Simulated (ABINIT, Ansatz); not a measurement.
An input for ABINIT 10.8.3 (ZrZnF6 (Fm-3m)):

```
acell 3*1.0 Angstrom
rprim 
  -0.000000000000 4.028896100000 4.028896100000
  4.028896100000 -0.000000000000 4.028896100000
  4.028896100000 4.028896100000 -0.000000000000
ntypat 3
znucl 40 30 9
natom 8
typat 1 2 3 3 3 3 3 3
xred 
  0.000000000000 0.000000000000 0.000000000000
  0.500000000000 0.500000000000 0.500000000000
  0.750139860000 0.249860140000 0.249860140000
  0.249860140000 0.750139860000 0.750139860000
  0.249860140000 0.750139860000 0.249860140000
  0.750139860000 0.249860140000 0.750139860000
  0.249860140000 0.249860140000 0.750139860000
  0.750139860000 0.750139860000 0.249860140000
pp_dirpath "pseudos"
pseudos "Zr.upf, Zn.upf, F.upf"
ecut 38
ngkpt 4 4 4
nshiftk 1
shiftk 0 0 0
kptopt 1
chksymbreak 0
nband 45
occopt 1
tolvrs 1e-10
nstep 60
prtwf 0
optforces 0
optstress 0
indata_prefix "in"
outdata_prefix "out"
tmpdata_prefix "tmp"
```

```sh
OMP_NUM_THREADS=1 mpirun -n 4 abinit run.abi > log
```

Estimate wall time and host memory on 4 MPI ranks of Arm Neoverse V2, shared host.

It took 67 s; on shared hardware allow 34 s to 2.2 min. Peak host memory was 0.5 GiB.

[Paths, hosts, dates, memory and timing lines, banners, echoed tables and standing remarks are left out of the program output.]

[Logs are printed without paths, hosts, clocks, repeated set-up lines and the standing remarks that a program may print on its own settings, such as how far it seeks lower states.]

[Runs of the session that timed out or met a known fault of the program may be left out.]

[Hosts, paths, dates, database ids (printed as entryN), source tags and the programs' standing remarks are cut or masked in the printed files.]

[G0W0 gaps are taken among the corrected bands and points alone; a level outside them can change the order at an edge.]

[Where Ansatz stands beside ABINIT at settings called matched, ABINIT's density can come from a denser mesh and the files from another edition; pairs whose starting gaps differed by over 0.03 eV were left out, so agreement reads better than it is.]
